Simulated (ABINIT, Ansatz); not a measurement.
# YHSe (P-6m2): G0W0 on several meshes in ABINIT, part 2 of 2

Aim: the GW shift of YHSe (P-6m2) against the k mesh.

ABINIT 10.8.3; LDA and many-body steps on it, plane waves. Known limits of the many-body steps: not at the basis limit; exchange with frozen shells missing; no spin-orbit coupling; coarse k mesh.

So far. Step 4 (3×3×4): The gap on the mesh goes from 1.36 eV to 2.58 eV, a correction of +1.22 eV. Step 5 (Empty states on the mesh, 3×3×2 mesh, 51 bands): On this mesh the gap is 1.365 eV.

### 7. 3×3×2

This step: G0W0 on LDA, plane waves, norm-conserving pseudopotentials.

Input file run.abi:

```
acell 3*1.0 Angstrom
rprim 
  3.840931335803 -0.000000000001 0.000000000000
  -1.920465667901 3.326344110998 0.000000000000
  0.000000000000 0.000000000000 3.915549560000
ntypat 3
znucl 39 1 34
natom 3
typat 1 2 3
xred 
  0.000000000000 0.000000000000 0.000000000000
  0.333333333333 0.666666666667 0.000000000000
  0.666666666667 0.333333333333 0.500000000000
pp_dirpath "pseudos"
pseudos "Y.upf, H.upf, Se.upf"
ecut 39
ngkpt 3 3 2
nshiftk 1
shiftk 0 0 0
kptopt 1
chksymbreak 0
istwfk *1
occopt 1
irdwfk 1
optdriver 4
nband 47
gwcalctyp 0
ecutsigx 39
symsigma 1
nkptgw 2
kptgw 
  0.0000000000 0.0000000000 0.5000000000
  0.0000000000 0.0000000000 0.0000000000
bdgw 
  12 16
  13 17
ecuteps 4.2
irdscr 1
ppmodel 1
indata_prefix "in"
outdata_prefix "out"
tmpdata_prefix "tmp"
```

Run with:

```
$ OMP_NUM_THREADS=1 mpirun -n 4 abinit run.abi > log
```

Numbers of over 12 decimals in the logs are rounded to 6 here.

Output:

```text
.Version 10.8.3 of ABINIT. v10.8.2 released Aug 2026.

 Symmetries : space group P-6 m 2 (#187); Bravais hP (primitive hexag.)
[... echo of the input left out ...]
== DATASET  1 ==================================================================
-   mpi_nproc: 4, omp_nthreads: 1 (-1 if OMP is not activated)

--- !DatasetInfo
iteration_state: {dtset: 1, }
dimensions: {natom: 3, nkpt: 6, mband: 47, nsppol: 1, nspinor: 1, nspden: 1, mpw: 3936, }
cutoff_energies: {ecut:  39.0, pawecutdg:  -1.0, }
electrons: {nelect:   2.80000000E+01, charge:   0.00000000E+00, occopt:   1.00000000E+00, tsmear:   1.00000000E-02, }

 SIGMA: Calculation of the GW corrections

 Based on a program developped by R.W. Godby, V. Olevano, G. Onida, and L. Reining.
 Incorporated in ABINIT by V. Olevano, G.-M. Rignanese, and M. Torrent.
.Using double precision arithmetic ; gwpc =  8

[... cell and pseudopotentials left out ...]
--------------------------------------------------------------------------------

 ==== K-mesh for the wavefunctions ====
 Number of points in the irreducible wedge :     6
[... list of points left out ...]
 Together with 12 symmetry operations and time-reversal symmetry
 yields    18 points in the full Brillouin Zone.

 ==== Q-mesh for screening function ====
 Number of points in the irreducible wedge :     6
[... list of points left out ...]
 Together with 12 symmetry operations and time-reversal symmetry
 yields    18 points in the full Brillouin Zone.

 vcoul_init : cutoff-mode = AUXILIARY_FUNCTION
 q-points for optical limit:   1
     1)      0.000010    0.000020    0.000030
 setmesh: FFT mesh size selected  =    36x   36x   45
          total number of points  =        58320

 Number of electrons calculated from density =   28.0000; Expected =   28.0000
[...]
number of omega for Sigma on real axis              0
 max omega for Sigma on real axis  [eV]           0.00
 zcut for avoiding poles [eV]                     0.10

 EPSILON^-1 parameters (SCR file):
 dimension of the eps^-1 matrix on file            145
 dimension of the eps^-1 matrix used               145
 number of plane-waves for wavefunctions          3927
 number of bands                                    47
 number of q-points in IBZ                           6
 number of frequencies                               2
 number of real frequencies                          1
 number of imag frequencies                          1

 matrix elements of self-energy operator (all in [eV])

 Perturbative Calculation

--- !SelfEnergy_ee
iteration_state: {dtset: 1, }
kpoint     : [   0.000,    0.000,    0.500, ]
spin       : 1
KS_gap     :    1.739
QP_gap     :    3.199
Delta_QP_KS:    1.460
data: !SigmaeeData |
     Band     E0 <VxcDFT>   SigX SigC(E0)      Z dSigC/dE  Sig(E)    E-E0       E
       12   5.620 -13.946 -16.952   2.552   0.799  -0.252 -14.309  -0.363   5.258
       13   5.620 -13.946 -16.952   2.552   0.799  -0.252 -14.309  -0.363   5.258
       14   6.764 -13.306 -15.795   2.187   0.799  -0.252 -13.547  -0.242   6.523
[...]
--- !SelfEnergy_ee
iteration_state: {dtset: 1, }
kpoint     : [   0.000,    0.000,    0.000, ]
spin       : 1
KS_gap     :    2.927
QP_gap     :    4.081
Delta_QP_KS:    1.153
data: !SigmaeeData |
     Band     E0 <VxcDFT>   SigX SigC(E0)      Z dSigC/dE  Sig(E)    E-E0       E
[...]
16  10.502 -13.522  -8.342  -3.905   0.803  -0.246 -12.498   1.023  11.526
       17  10.502 -13.522  -8.342  -3.905   0.803  -0.246 -12.498   1.023  11.526

== END DATASET(S) ==============================================================
================================================================================

 -outvars: echo values of variables after computation  --------
           etotal      0.0000000000E+00
            nband          47
             nkpt           6
          spgroup         187
 [... the other variables as echoed above ...]

 Calculation completed.
```

Wall time 4.2 s (4 MPI ranks of Arm Neoverse V1, shared host); peak memory 0.44 GiB; 16 s of CPU time.

This step gave:

```
G0W0 gap on the points computed              : 2.484 eV
starting gap on the mesh                     : 1.365 eV
k of the valence top                         : 0, 0, 0.5
k of the conduction bottom                   : 0, 0, 0
Z at the valence top                         : 0.799
Z at the conduction bottom                   : 0.815
least direct G0W0 gap on the computed points : 3.199 eV
```

Against G0W0 in ABINIT (3×3×4 mesh, 47 bands, screening to 114.3 eV, Godby-Needs plasmon pole), the gap moves by −0.097 eV.

### 8. Side by side

Times are wall times on 4 MPI ranks of Arm Neoverse V1, shared host, good to a factor of about two. A run's time includes the screening step that it read.

| run | mesh | bands | screening cutoff (eV) | DFT gap (eV) | gap on the mesh (eV) | direct (eV) | ε∞ used | time |
| --- | --- | --- | --- | --- | --- | --- | --- | --- |
| 3×3×4 | 3×3×4 | 47 | 114.3 | 1.365 | 2.581 | 3.274 | 11.44 | 16 s |
| 3×3×2 | 3×3×2 | 47 | 114.3 | 1.365 | 2.484 | 3.199 | 14.27 | 11 s |

### 9. Outcome

| Quantity | Value |
| --- | --- |
| 3×3×4 | 2.581 eV |
| 3×3×2 | 2.484 eV |
| known limits | not at the basis limit; exchange with frozen shells missing; no spin-orbit coupling; coarse k mesh |

3×3×2: −0.097 eV against 3×3×4. Bands and cutoff are finite, so the gap is not at the basis limit. The miss can reach some tenths of an eV and take either sign; the mesh is an error of its own. In the first G0W0 run levels were corrected at 2 k points alone, so a gap called «on the mesh» is the least over those, and an edge elsewhere would be missed. The 3×3×4 mesh is coarse for this cell, which bears on the long-range parts of exchange and screening. The norm-conserving file of at least one element keeps a d shell over frozen s and p shells of the same row. Exchange with those shells is missing from the self-energy, an error of 0.3 to 0.9 eV in cases checked, whose sign depends on which edge lies on those atoms. The many-body steps are scalar-relativistic: spin-orbit coupling is not in them.

[Paths, hosts, dates, memory and timing lines, banners, echoed tables and standing remarks are left out of the program output.]

[Logs are printed without paths, hosts, clocks, repeated set-up lines and the standing remarks that a program may print on its own settings, such as how far it seeks lower states.]

[Runs of the session that timed out or met a known fault of the program may be left out.]

[No measured gap is set beside runs whose start may be inverted or whose files or cutoffs have a known fault.]

[Hosts, paths, dates, database ids (printed as entryN), source tags and the programs' standing remarks are cut or masked in the printed files.]

[G0W0 gaps are taken among the corrected bands and points alone; a level outside them can change the order at an edge.]

[Where Ansatz stands beside ABINIT at settings called matched, ABINIT's density can come from a denser mesh and the files from another edition; pairs whose starting gaps differed by over 0.03 eV were left out, so agreement reads better than it is.]
